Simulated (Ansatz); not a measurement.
# Decaying states in the gap of MgAlGaO4, part 2 of 3

Aim: relax a made-up compound, MgAlGaO4, and see how good a tunnel barrier it would be. It is built by putting Al for In, Mg for Zn in the ZnInGaO4 structure of space group R3m, with the volume rescaled by atomic radii. The parent structure comes from the Materials Project.

Ansatz 0.2.0; PBEsol DFT, plane waves, PAW files (the session's first sound run).

So far. Step 2 (Cell and atoms at rest): The largest force component on a free atom ends at 0.0021 eV/Å.

The structure was built from a prototype and need not be the compound's stable phase.

## Step 3: Band edges

The energy window and the wavevectors of the next steps follow from the band edges, so these are searched first, off the mesh as well.

input.yaml reads:

```yaml
crystal:
  lattice:
    - [1.5733522594, 0.9083753505, 8.4367238407]
    - [-1.5733522594, 0.9083753505, 8.4367238407]
    - [0.0, -1.816750701, 8.4367238407]
  atoms:
    - { symbol: Mg, position: [0.2223841846, 0.2223841846, 0.2223841846] }
    - { symbol: Al, position: [0.0035004571, 0.0035004571, 0.0035004571] }
    - { symbol: Ga, position: [0.7850617882, 0.7850617882, 0.7850617882] }
    - { symbol: O, position: [0.3006366163, 0.3006366163, 0.3006366163] }
    - { symbol: O, position: [0.7057214234, 0.7057214234, 0.7057214234] }
    - { symbol: O, position: [0.1187033499, 0.1187033499, 0.1187033499] }
    - { symbol: O, position: [0.8639931806, 0.8639931806, 0.8639931806] }
kpoints:
  mp_grid: { grid: [8, 8, 8] }
  band_path: { path: [VBM, CBM], npoints: 30 }
scf:
  occupations: { method: fixed }
hamiltonian:
  xc: pbesol
output:
  eigenvalues: true
  write_potential: true
  write_density: true
  volumetric_format: npy
  elf: true
```

The run is started by

```
$ ansatz run input.yaml --threads 2 --pin off --max-ram 4096MiB --backend cpu --events-out ev --progress --plain --runs-dir out
```

Numbers of over 12 decimals in the logs are rounded to 6 here.

The log of the run:

```text
[...]
Crystal: 7 atoms, lattice volume = 72.346 Å³
Basis set: ecut = 420 eV, 1409 PW (Γ), FFT grids on a1−a2, a2, −a2+a3
Bands: 32, of which v1, the nominal top of the filled ones, is band 25 counted from 1 (24 counted from 0)
Symmetry: 6 space group operations
[...]
k-points: 65 of 512 (time reversal used)
[...]
SCF iter   1: F=—  HF=-8430.018671 eV  |F-HF|=—  |Δ(HF+E_count)|=         —  Δρ=1.50e-2  dr2=1.45e-1  ethr=1.77e-3  ⟨swp⟩=5.0  Hψ=8157  notcnv=0  defer=325
[...]
SCF iter   8: F=-8429.976140 eV  HF=-8429.976140 eV  |F-HF|=1.78e-8  |Δ(HF+E_count)|=   1.03e-8  Δρ=9.62e-6  dr2=5.85e-8  ethr=2.00e-10  ⟨swp⟩=8.7  Hψ=7799  notcnv=0
SCF 1 converged in 8 iterations: F = -8429.976140 eV  dr2 = 5.85e-8
[...]
NSCF: frozen V_eff on 32 k-points
[...]
SCF converged after 8 iterations
Free energy (F): -8429.976140 eV
[...]
Internal energy: -8429.976140 eV  (E = F + TS)
E sigma→0 (E₀):  -8429.976140 eV
Fermi energy:    6.900979 eV
[...]
--- Band table (eV; the first three rows and the last of 65) ---
  k-point 0: bands = [... 21 lower, 6.2727, 6.3959, 6.3959, 6.9010, 9.8310, 12.5200, 13.7370, 14.5996, ... 3 higher]
  k-point 1: bands = [... 21 lower, 6.1426, 6.2642, 6.3861, 6.8543, 10.6730, 12.8800, 14.0693, 15.0605, ... 3 higher]
  k-point 2: bands = [... 21 lower, 6.1901, 6.2308, 6.3326, 6.5633, 12.1235, 13.5360, 14.5817, 15.9202, ... 3 higher]
  k-point 64: bands = [... 21 lower, 6.3023, 6.3023, 6.3712, 6.3712, 10.7618, 11.5445, 13.7851, 14.9241, ... 3 higher]
```

The job ended after 8.6 s (2 threads of Intel Xeon 6975P-C (Granite Rapids), shared host; peak memory 0.45 GiB).

Numbers from this step:

| Quantity | Value |
| --- | --- |
| Fermi energy | 6.901 eV |
| gap on the k-mesh | 2.930 eV |
| gap on path | 2.929 eV, by band count; negative where bands overlap |
| direct gap on path | 2.930 eV |
| edge places on path | 0.003022, 0.09066 1/A along the path |

Electronic bands along the path, in eV, zero at the Fermi level (highest filled level under fixed occupations); v1 is the highest filled band, c1 the lowest empty one:

| point | v4 | v3 | v2 | v1 | c1 | c2 | c3 | c4 |
| --- | --- | --- | --- | --- | --- | --- | --- | --- |
| VBM | -0.63 | -0.57 | -0.51 | 0.00 | 3.03 | 5.66 | 6.87 | 7.75 |
| halfway | -0.63 | -0.52 | -0.51 | 0.00 | 2.96 | 5.63 | 6.85 | 7.71 |
| CBM | -0.63 | -0.51 | -0.51 | 0.00 | 2.93 | 5.62 | 6.84 | 7.70 |

ELF in the ac plane of the conventional cell at fractional y = 0.000, with atoms of Mg and Al and Ga and O within 0.2 Å of it. It is the smooth field of the valence electrons, not physical close to the nuclei.

Ten even steps from '0' (0.02) to '9' (0.77), each cell a mean:
```
00134555554210
32222344322222
78984211125898
77642111113577
21113678752112
33311244310133
77765210135787
78986321247898
11123688753111
00012334331000
00012333332100
00011222211000
00124566553200
00011111111100
00012455532100
11123688753111
78986321247898
77753210124677
00112355532110
33321223222233
78997300147998
77652000013567
00123455432110
00134555554310
```
Columns run along a (3.1 Å), rows up along c (25.3 Å), edges of the conventional cell, whose origin can differ from the input's. Atoms in or near the plane, at fractional coordinates: Mg at (0.00, 0.78), Al at (0.00, 0.00), Ga at (0.00, 0.21), O at (0.00, 0.70), O at (0.00, 0.29), O at (0.00, 0.88), O at (0.00, 0.14).

Valence density in the ac plane of the conventional cell at fractional y = 0.000, with atoms of Mg and Al and Ga and O within 0.2 Å of it. It is the smooth field of the valence electrons, not physical close to the nuclei.

Ten steps, logarithmic in the rise over the least value, from '_' (0 e/Å³) to '@' (22 e/Å³), each cell a mean:
```
______..................____
....______..........______..
****++--::..........::--++**
====--::..............::--==
++==::......::::........--++
@@%%++::____....____..--**%%
++==--::..__________..::==++
****==--::..____....::--++**
______......::::::....______
__________..........________
________..::::::::::..______
________............________
________....::::::....______
__________........__________
__________........__________
______......::::::....______
****==--::..____....::--++**
++==--::..__________..::==++
@@%%++--::..........::--**@@
**++--::..............::==++
##**++--::..______..::==++**
----::....__________..::::--
__________........__________
______..................____
```
Columns run along a (3.1 Å), rows up along c (25.3 Å), edges of the conventional cell, whose origin can differ from the input's. Atoms in or near the plane, at fractional coordinates: Mg at (0.00, 0.78), Al at (0.00, 0.00), Ga at (0.00, 0.21), O at (0.00, 0.70), O at (0.00, 0.29), O at (0.00, 0.88), O at (0.00, 0.14).

Electrostatic potential energy in the ac plane of the conventional cell at fractional y = 0.000, with atoms of Mg and Al and Ga and O within 0.2 Å of it. With pseudopotentials it is smooth inside the atoms' cores, unlike the true potential.

Ten even steps from '0' (-30 eV) to '9' (12 eV), each cell a mean:
```
66668999987666
99999999999999
11478777788621
66799888899876
45689999999865
00268999987510
45799999999864
22588887889742
99999887889999
99999999999999
99998777788999
99999888899999
99999999999999
99998888889999
99999999999999
99999888889999
12488887888732
44689999999864
44457899986444
55678999998765
00389999999620
77899888889987
99999999999999
66668999987666
```
Columns run along a (3.1 Å; values clipped at the 3rd and 97th percentile), rows up along c (25.3 Å), edges of the conventional cell, whose origin can differ from the input's. Atoms in or near the plane, at fractional coordinates: Mg at (0.00, 0.78), Al at (0.00, 0.00), Ga at (0.00, 0.21), O at (0.00, 0.70), O at (0.00, 0.29), O at (0.00, 0.88), O at (0.00, 0.14).

The searched edges give 2.93 eV, as on the mesh.

## Step 4: Decaying states in the gap

This step: PBEsol DFT, plane waves, PAW files; complex bands by layer matching along the plane's normal (Ansatz 0.2.0).

The same crystal is laid in a cell whose first two vectors span the (101) plane (indices of the standard conventional cell, whose axes can be ordered otherwise than in the bulk input). At fixed energy and wavevector in the plane the solver finds all kz, real and complex. A few wavevectors are listed, (0, 0) and (0.026, 0.0365) in units of the plane's reciprocal vectors; the slowest state needn't be among them.

input.yaml reads:

```yaml
crystal:
  lattice:
    - [8.630115426, 0.0, 0.0]
    - [0.573674212, 3.093969494, 0.0]
    - [0.573674212, 1.493800302, 2.709466347]
  atoms:
    - { symbol: Mg, position: [0.6671525538, 0.7776158154, 0.7776158154] }
    - { symbol: Al, position: [0.0105013713, 0.9964995429, 0.9964995429] }
    - { symbol: Ga, position: [0.3551853646, 0.2149382118, 0.2149382118] }
    - { symbol: O, position: [0.9019098489, 0.6993633837, 0.6993633837] }
    - { symbol: O, position: [0.1171642702, 0.2942785766, 0.2942785766] }
    - { symbol: O, position: [0.3561100497, 0.8812966501, 0.8812966501] }
    - { symbol: O, position: [0.5919795418, 0.1360068194, 0.1360068194] }
kpoints:
  mp_grid: { grid: [8, 8, 8] }
scf:
  occupations: { method: fixed }
hamiltonian:
  xc: pbesol
output:
  eigenvalues: true
  transmission:
    leads: [[0, 0]]
    kpoints: [[0.0, 0.0], [0.026, 0.0365]]
    e_range: [-1.0, 3.93]
    de: 0.1
```

The log of the run:

```text
[...]
Crystal: 7 atoms, lattice volume = 72.346 Å³
Basis set: ecut = 420 eV, 1409 PW (Γ)
Bands: 32, of which v1, the nominal top of the filled ones, is band 25 counted from 1 (24 counted from 0)
Symmetry: 6 space group operations
[...]
k-points: 65 of 512 (time reversal used)
[...]
SCF iter   1: F=—  HF=-8430.018663 eV  |F-HF|=—  |Δ(HF+E_count)|=         —  Δρ=1.50e-2  dr2=1.45e-1  ethr=1.77e-3  ⟨swp⟩=5.0  Hψ=8161  notcnv=0  defer=325
[...]
SCF iter   8: F=-8429.976140 eV  HF=-8429.976140 eV  |F-HF|=1.74e-8  |Δ(HF+E_count)|=   9.60e-9  Δρ=9.60e-6  dr2=5.81e-8  ethr=2.00e-10  ⟨swp⟩=8.7  Hψ=7753  notcnv=0
SCF 1 converged in 8 iterations: F = -8429.976140 eV  dr2 = 5.81e-8
[...]
transmission: 4 of 8 steps passed
transmission: 8 of 8 steps passed
SCF converged after 8 iterations
Free energy (F): -8429.976140 eV
[...]
Internal energy: -8429.976140 eV  (E = F + TS)
E sigma→0 (E₀):  -8429.976140 eV
Fermi energy:    6.900979 eV
[...]
--- Band table (eV; the first three rows and the last of 65) ---
  k-point 0: bands = [... 21 lower, 6.2727, 6.3959, 6.3959, 6.9010, 9.8310, 12.5200, 13.7370, 14.5996, ... 3 higher]
  k-point 1: bands = [... 21 lower, 6.1426, 6.2642, 6.3861, 6.8543, 10.6730, 12.8800, 14.0693, 15.0605, ... 3 higher]
  k-point 2: bands = [... 21 lower, 6.1901, 6.2308, 6.3326, 6.5633, 12.1235, 13.5360, 14.5817, 15.9202, ... 3 higher]
  k-point 64: bands = [... 21 lower, 6.3023, 6.3023, 6.3712, 6.3712, 10.7617, 11.5445, 13.7851, 14.9241, ... 3 higher]
--- Transmission ---
  basis      : 241 plane waves across, 4 finite elements along
  points     : 2, as listed
  energies   : 50 from -1.000000 to 3.900000 eV about the Fermi level, 0.100000 eV apart; the leads are filled to 1.465014 eV, and channels, transmission and decay are at 1.500000 eV
  crystal 0  : O4Mg1Al1Ga1, at the sites [0, 0], period 2.7095 Å: whole cells are its period
    offset         : up to 0.0000 Å between an atom of the period and one for which it stands
    channels       : 0.000000e0 a spin
    conductance    : none, the energies end too early or step too widely for 300 K: set another output.transmission.e_range or a lower de, or, where they end at an eighth of basis.ecutwfc, a higher one
    slowest decay  : 0.2617 /Å at (0.0000, 0.0000)
```

Elapsed: 21 s, on 2 threads; peak memory 0.83 GiB; 41 s of CPU time.

This step gave:

| Property | Result |
| --- | --- |
| level to which the leads are filled | 1.465 eV from the Fermi level |
| decay constant at the filling level, zone centre | 0.2617 Å⁻¹ |
| decay constant at the filling level, slowest listed point | 0.2617 Å⁻¹ |

K parallel (0, 0); values up to 1.5 1/Å, a degenerate pair printed once or twice; energies at which all values exceed this have no row. Table of Im kz of the slowest decaying states by energy, zero at the highest filled level on the SCF mesh:

| energy (eV) | decay 1 (Å⁻¹) | decay 2 (Å⁻¹) | decay 3 (Å⁻¹) | decay 4 (Å⁻¹) |
| --- | --- | --- | --- | --- |
| -1.00 | 0.133 | 0.200 | 0.348 | 0.482 |
| -0.80 | 0.0861 | 0.187 | 0.358 | 0.404 |
| -0.60 | 0.0749 | 0.0812 | 0.0907 | 0.240 |
| -0.40 | 0.106 | 0.205 | 0.291 | 0.437 |
| -0.20 | 0.167 | 0.239 | 0.504 | 0.553 |
| 0.00 | 0.0444 | 0.200 | 0.564 | 0.625 |
| 0.20 | 0.227 | 0.321 | 0.574 | 0.713 |
| 0.40 | 0.244 | 0.415 | 0.583 | 0.762 |
| 0.60 | 0.256 | 0.486 | 0.591 | 0.779 |
| 0.80 | 0.263 | 0.550 | 0.600 | 0.730 |
| 1.00 | 0.267 | 0.616 | 0.617 | 0.656 |
| 1.20 | 0.268 | 0.609 | 0.675 | 0.809 |
| 1.40 | 0.264 | 0.598 | 0.714 | 0.806 |
| 1.50 | 0.262 | 0.596 | 0.729 | 0.806 |
| 1.70 | 0.253 | 0.592 | 0.756 | 0.806 |
| 1.90 | 0.241 | 0.590 | 0.780 | 0.807 |
| 2.10 | 0.225 | 0.579 | 0.597 | 0.801 |
| 2.30 | 0.203 | 0.569 | 0.601 | 0.810 |
| 2.50 | 0.173 | 0.561 | 0.602 | 0.811 |
| 2.70 | 0.131 | 0.553 | 0.601 | 0.812 |
| 2.90 | 0.0485 | 0.543 | 0.600 | 0.812 |
| 3.10 | 0.533 | 0.597 | 0.791 | 0.811 |
| 3.30 | 0.522 | 0.594 | 0.757 | 0.811 |
| 3.50 | 0.509 | 0.590 | 0.732 | 0.810 |
| 3.70 | 0.494 | 0.584 | 0.709 | 0.808 |
| 3.90 | 0.477 | 0.577 | 0.689 | 0.806 |

K parallel (0.026, 0.0365); values up to 1.5 1/Å, a degenerate pair printed once or twice; energies at which all values exceed this have no row. Table of Im kz of the slowest decaying states by energy, zero at the highest filled level on the SCF mesh:

| energy (eV) | decay 1 (Å⁻¹) | decay 2 (Å⁻¹) | decay 3 (Å⁻¹) | decay 4 (Å⁻¹) |
| --- | --- | --- | --- | --- |
| -1.00 | 0.159 | 0.163 | 0.192 | 0.200 |
| -0.80 | 0.211 | 0.217 | 0.361 | 0.376 |
| -0.50 | 0.0878 | 0.0948 | 0.0987 | 0.103 |
| -0.30 | 0.161 | 0.240 | 0.391 | 0.415 |
| 0.00 | 0.0908 | 0.218 | 0.568 | 0.614 |
| 0.20 | 0.240 | 0.328 | 0.330 | 0.581 |
| 0.50 | 0.263 | 0.459 | 0.460 | 0.598 |
| 0.70 | 0.272 | 0.524 | 0.525 | 0.609 |
| 1.00 | 0.278 | 0.620 | 0.622 | 0.644 |
| 1.20 | 0.278 | 0.617 | 0.618 | 0.688 |
| 1.40 | 0.275 | 0.606 | 0.607 | 0.732 |
| 1.70 | 0.265 | 0.601 | 0.601 | 0.777 |
| 1.90 | 0.253 | 0.598 | 0.599 | 0.793 |
| 2.20 | 0.227 | 0.585 | 0.605 | 0.794 |
| 2.40 | 0.203 | 0.575 | 0.608 | 0.796 |
| 2.70 | 0.150 | 0.562 | 0.609 | 0.798 |
| 2.90 | 0.0878 | 0.553 | 0.607 | 0.801 |
| 3.20 | 0.536 | 0.603 | 0.784 | 0.790 |
| 3.40 | 0.524 | 0.599 | 0.752 | 0.795 |
| 3.70 | 0.502 | 0.591 | 0.718 | 0.795 |
| 3.90 | 0.486 | 0.584 | 0.698 | 0.793 |

At the listed wavevectors the last open channel is at +0.00 eV and the next at +3.00 eV on the grid. At +1.50 eV, the grid energy nearest the filling level (the middle of the gap on the SCF mesh), the slowest state at the listed wavevectors decays with κ = 0.262 Å⁻¹, its amplitude falling by e over 3.8 Å. Through 1 nm of this crystal that state's transmission falls by exp(−2 × 0.262 Å⁻¹ × 10 Å) = 0.0053.

## Step 5: Decay over the two-dimensional zone

The listed points could miss the slowest state, so one energy near mid-gap is solved on a mesh of 4×16.

input.yaml, as its differences from that of step 4:

```diff
@@ -21,6 +21,2 @@
   eigenvalues: true
-  transmission:
-    leads: [[0, 0]]
-    kpoints: [[0.0, 0.0], [0.026, 0.0365]]
-    e_range: [-1.0, 3.93]
-    de: 0.1
+  transmission: { leads: [[0, 0]], kmesh: [4, 16], e_range: [1.46, 1.47], de: 0.05 }
```

The log of the run:

```text
[...]
Crystal: 7 atoms, lattice volume = 72.346 Å³
Basis set: ecut = 420 eV, 1409 PW (Γ)
Bands: 32, of which v1, the nominal top of the filled ones, is band 25 counted from 1 (24 counted from 0)
Symmetry: 6 space group operations
[...]
k-points: 65 of 512 (time reversal used)
[...]
SCF iter   1: F=—  HF=-8430.018663 eV  |F-HF|=—  |Δ(HF+E_count)|=         —  Δρ=1.50e-2  dr2=1.45e-1  ethr=1.77e-3  ⟨swp⟩=5.0  Hψ=8161  notcnv=0  defer=325
[...]
SCF iter   8: F=-8429.976140 eV  HF=-8429.976140 eV  |F-HF|=1.74e-8  |Δ(HF+E_count)|=   9.60e-9  Δρ=9.60e-6  dr2=5.81e-8  ethr=2.00e-10  ⟨swp⟩=8.7  Hψ=7753  notcnv=0
SCF 1 converged in 8 iterations: F = -8429.976140 eV  dr2 = 5.81e-8
[...]
transmission: 16 of 136 steps passed
transmission: 32 of 136 steps passed
[...]
transmission: 136 of 136 steps passed
SCF converged after 8 iterations
Free energy (F): -8429.976140 eV
[...]
Internal energy: -8429.976140 eV  (E = F + TS)
E sigma→0 (E₀):  -8429.976140 eV
Fermi energy:    6.900979 eV
[...]
--- Band table (eV; the first three rows and the last of 65) ---
  k-point 0: bands = [... 21 lower, 6.2727, 6.3959, 6.3959, 6.9010, 9.8310, 12.5200, 13.7370, 14.5996, ... 3 higher]
  k-point 1: bands = [... 21 lower, 6.1426, 6.2642, 6.3861, 6.8543, 10.6730, 12.8800, 14.0693, 15.0605, ... 3 higher]
  k-point 2: bands = [... 21 lower, 6.1901, 6.2308, 6.3326, 6.5633, 12.1235, 13.5360, 14.5817, 15.9202, ... 3 higher]
  k-point 64: bands = [... 21 lower, 6.3023, 6.3023, 6.3712, 6.3712, 10.7617, 11.5445, 13.7851, 14.9241, ... 3 higher]
--- Transmission ---
  basis      : 241 plane waves across, 4 finite elements along
  points     : 34, standing for a mesh of 4 x 16
  energies   : 1 from 1.460000 to 1.460000 eV about the Fermi level; the leads are filled to 1.465014 eV, and channels, transmission and decay are at 1.460000 eV
[...]
channels       : 0.000000e0 a spin
    conductance    : none, crystal 0 has no channel at the energies, or these end too early or step too widely for 300 K: set another output.transmission.e_range or a lower de, or, where they end at an eighth of basis.ecutwfc, a higher one
    slowest decay  : 0.2629 /Å at (0.0000, 0.0000)
```

Elapsed: 21 s, on 2 threads; peak memory 0.76 GiB.

Numbers from this step:

* least decay constant on the mesh: 0.2629 Å⁻¹

Slowest decay constant (1/Å; 0 where a channel is open) over k1 and k2. At 1.4600 eV from the Fermi level.

Ten even steps from '_' (0.263) to '@' (0.561):
```
@@@@@@@@
@@@@@@%%
@@@@%%%%
@@@@%%%%
%%%%####
@@%%==++
**--..::
++::__::
**::..--
@@++==%%
%%####%%
@@%%%%@@
@@%%%%@@
@@%%@@@@
@@@@@@@@
@@@@@@@@
```
Columns: k1 (b1) from -0.5 to 0.25; rows upwards: k2 (b2) from -0.5 to 0.438.

The least value on the mesh is 0.263 Å⁻¹ at +1.46 eV. At that energy the listed points give about 0.263 Å⁻¹ by interpolation, so the mesh holds no clearly slower state.

## Step 6: Band edges at another level

This step: PBEsol DFT, plane waves, JTH PAW files (Ansatz 0.2.0).

The edges again with JTH files, at the same atoms.

input.yaml reads:

```yaml
crystal:
  lattice:
    - [1.5733522594, 0.9083753505, 8.4367238407]
    - [-1.5733522594, 0.9083753505, 8.4367238407]
    - [0.0, -1.816750701, 8.4367238407]
  atoms:
    - { symbol: Mg, position: [0.2223841846, 0.2223841846, 0.2223841846] }
    - { symbol: Al, position: [0.0035004571, 0.0035004571, 0.0035004571] }
    - { symbol: Ga, position: [0.7850617882, 0.7850617882, 0.7850617882] }
    - { symbol: O, position: [0.3006366163, 0.3006366163, 0.3006366163] }
    - { symbol: O, position: [0.7057214234, 0.7057214234, 0.7057214234] }
    - { symbol: O, position: [0.1187033499, 0.1187033499, 0.1187033499] }
    - { symbol: O, position: [0.8639931806, 0.8639931806, 0.8639931806] }
kpoints:
  mp_grid: { grid: [8, 8, 8] }
  band_path: { path: [VBM, CBM], npoints: 30 }
scf:
  occupations: { method: fixed }
hamiltonian:
  xc: pbesol
  pseudopotentials: { kind: paw, source: jth }
output:
  eigenvalues: true
```

The log of the run:

```text
Error: inconsistent input (hamiltonian.pseudopotentials.source, hamiltonian.xc, hamiltonian.pseudopotentials.xc_functional): this build's library has no table of `source: jth` for `kind: paw` and the PBEsol files: it has one for `kind: paw` and the PBE files, or for `kind: paw` and the LDA files. Leave `source` out
```

Run time: 0.03 s. Hardware: 2 threads; peak memory 0.048 GiB.

The input was rejected at the start.

The program's message: “Error: inconsistent input (hamiltonian.pseudopotentials.source, hamiltonian.xc, hamiltonian.pseudopotentials.xc_functional): this build's library has no table of `source: jth` for `kind: paw` and the …”

(Continued in part 3 of 3.)

[Logs are printed without paths, hosts, clocks, repeated set-up lines and the standing remarks that a program may print on its own settings, such as how far it seeks lower states.]

[Hosts, paths, dates, database ids (printed as entryN), source tags and the programs' standing remarks are cut or masked in the printed files.]
